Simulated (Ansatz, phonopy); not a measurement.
# Ta (Im-3m): phonons against volume, part 4 of 4

Which modes of Ta drive its thermal expansion?

Ansatz 0.2.0; DFT LDA, scalar-relativistic, plane waves, PAW; PAW set soft_1.

So far. Step 15 (Single point at a scaled cell, V/V0 1.05): The run ends at a pressure of -9.73 GPa. Step 16 (Phonons, V/V0 1.05): No mode is imaginary beyond numerical noise at the solved wavevectors.

## (17) How the modes move with volume (continued)

Volume series, by row:

```
 V/V0  V (Å³/atom)  pressure (GPa)  E - E0 (meV/atom)  gap (eV)  zero-point energy (meV/atom)  lowest on the path (cm⁻¹)  highest at Gamma without the LO-TO term (cm⁻¹)
 0.97        16.71           7.009              11.07         0                         22.81                          0                                               -
0.985        16.97           3.383              2.706         0                         22.18                          0                                               -
    1        17.22          -0.001                  0         0                         21.56                          0                                               -
1.015        17.48          -3.159               2.57         0                         20.95                          0                                               -
 1.03        17.74          -6.106              10.06         0                         20.34                          0                                               -
 1.05        18.09          -9.729              27.13         0                         19.54                          0                                               -
```

Grüneisen at points, by row:

```
point  branch  frequency (cm⁻¹)  mode Grüneisen parameter
    H       1             169.1                      1.84
    N       1              94.6                      1.34
    N       2             140.2                      3.28
    N       3             145.1                      0.71
    P       1             130.2                      2.14
```

## (18) Quasi-harmonic fit by phonopy

Numbers from this step:

```
volume expansion coefficient at 300 K : 20.14 1e-6/K
isothermal bulk modulus at 300 K      : 211.4 GPa
C_P at 300 K                          : 24.57 J/mol-atom/K
Grüneisen parameter at 300 K          : 1.831
```

The energy (each curve on its own zero) by volume; values in meV/atom:

```
volume (Å³/atom)  static  F at 0 K  F at 300 K  F at 1300 K
          16.708    11.1      12.7        16.6         34.4
          16.966    2.71      3.66        6.13         17.2
          17.225       0      0.33        1.27          5.4
          17.483    2.57      2.29        1.66        -1.26
          17.741    10.1      9.17        6.92        -3.18
          18.086    27.1      25.4        20.9         1.01
```

Phonopy-qha, vinet fit of F(V) at each temperature; no electronic free energy. Qha vinet, by row:

```
T (K)  fitted volume (Å³/atom)  alpha_V (1e-6/K)  B_T (GPa)  C_P (J/mol-atom/K)  Grueneisen
  100                    17.27             15.45      215.7               19.79       1.756
  150                    17.28             18.04      214.7               22.57       1.799
  200                     17.3             19.14      213.6               23.68       1.815
  250                    17.32             19.74      212.5               24.24       1.824
  300                    17.33             20.14      211.4               24.57       1.831
  350                    17.35             20.44      210.3               24.79       1.836
  400                    17.37             20.69      209.1               24.96       1.842
  450                    17.39              20.9        208               25.09       1.847
  500                    17.41              21.1      206.8                25.2       1.852
  550                    17.42             21.29      205.7               25.29       1.857
  600                    17.44             21.47      204.5               25.38       1.862
  650                    17.46             21.65      203.4               25.46       1.867
  700                    17.48             21.83      202.2               25.54       1.872
  750                     17.5             22.01        201               25.61       1.877
  800                    17.52             22.18      199.8               25.68       1.882
  850                    17.54             22.36      198.6               25.76       1.887
  900                    17.56             22.55      197.4               25.83       1.892
  950                    17.58             22.73      196.2                25.9       1.898
 1000                     17.6             22.92        195               25.97       1.903
 1050                    17.62              23.1      193.8               26.05       1.908
 1100                    17.64              23.3      192.5               26.12       1.914
 1150                    17.66             23.49      191.3               26.19       1.919
 1200                    17.68             23.69        190               26.27       1.925
 1250                     17.7             23.89      188.8               26.34        1.93
```

Table of volume expansion coefficient, phonopy-qha, Vinet by temperature:

temperature (K), volume expansion coefficient, phonopy-qha, Vinet (1e-6/K) and a bar from the least value:
```
       75       12.6 
      125       17.1 ############
      200       19.1 #################
      250       19.7 ###################
      300       20.1 ####################
      350       20.4 #####################
      425       20.8 ######################
      475       21.0 ######################
      525       21.2 #######################
      600       21.5 #######################
      650       21.6 ########################
      700       21.8 ########################
      750       22.0 #########################
      825       22.3 #########################
      875       22.4 ##########################
      925       22.6 ##########################
     1000       22.9 ###########################
     1050       23.1 ############################
     1100       23.3 ############################
     1150       23.5 #############################
     1225       23.8 #############################
     1275       24.0 ##############################
```

The fit gives a volume expansion of 20.1 × 10⁻⁶/K at 300 K.

## (19) What came out

| Item | Value |
| --- | --- |
| volume expansion coefficient at 300 K | 20.14 1e-6/K |
| isothermal bulk modulus at 300 K | 211.4 GPa |
| C_P at 300 K | 24.57 J/mol-atom/K |
| Grüneisen parameter at 300 K | 1.831 |
| mean mode Grüneisen parameter at 300 K | 1.80 |

In words: Near room temperature Ta expands by 20.1 × 10⁻⁶/K in volume by LDA, with C_P = 24.6 J/(mol K) per mole of atoms and B_T = 211 GPa. C_P at room temperature is 99 % of the classical 3R an atom. The fit leaves out the electrons' free energy, which adds to C_P and to the expansion of a metal at high temperature. The heat-capacity-weighted Grüneisen parameter goes from 1.67 at 50 K to 1.81 at 800 K. Weighting γ by the density of states and each mode's heat capacity at 300 K, modes below 60 cm⁻¹ give about 5 % of the sum of γC that drives the expansion, those up to 110 cm⁻¹ 29 % and the rest 66 %. Among the labelled points γ is largest for branch 2 at N (140 cm⁻¹, 3.3) and smallest for branch 3 at N (145 cm⁻¹, 0.71). The program warned that a few bands missed the eigensolver's threshold in at least one of the runs. The PAW files were made for PBE and are used here under another functional, for which the program regenerates the frozen cores.

[Logs are printed without paths, hosts, clocks, repeated set-up lines and the standing remarks that a program may print on its own settings, such as how far it seeks lower states.]

[Hosts, paths, dates, database ids (printed as entryN), source tags and the programs' standing remarks are cut or masked in the printed files.]

[A step with changed settings may run another functional than the one named; its input shows which.]

[Of the runs on displaced cells, only some may be shown.]
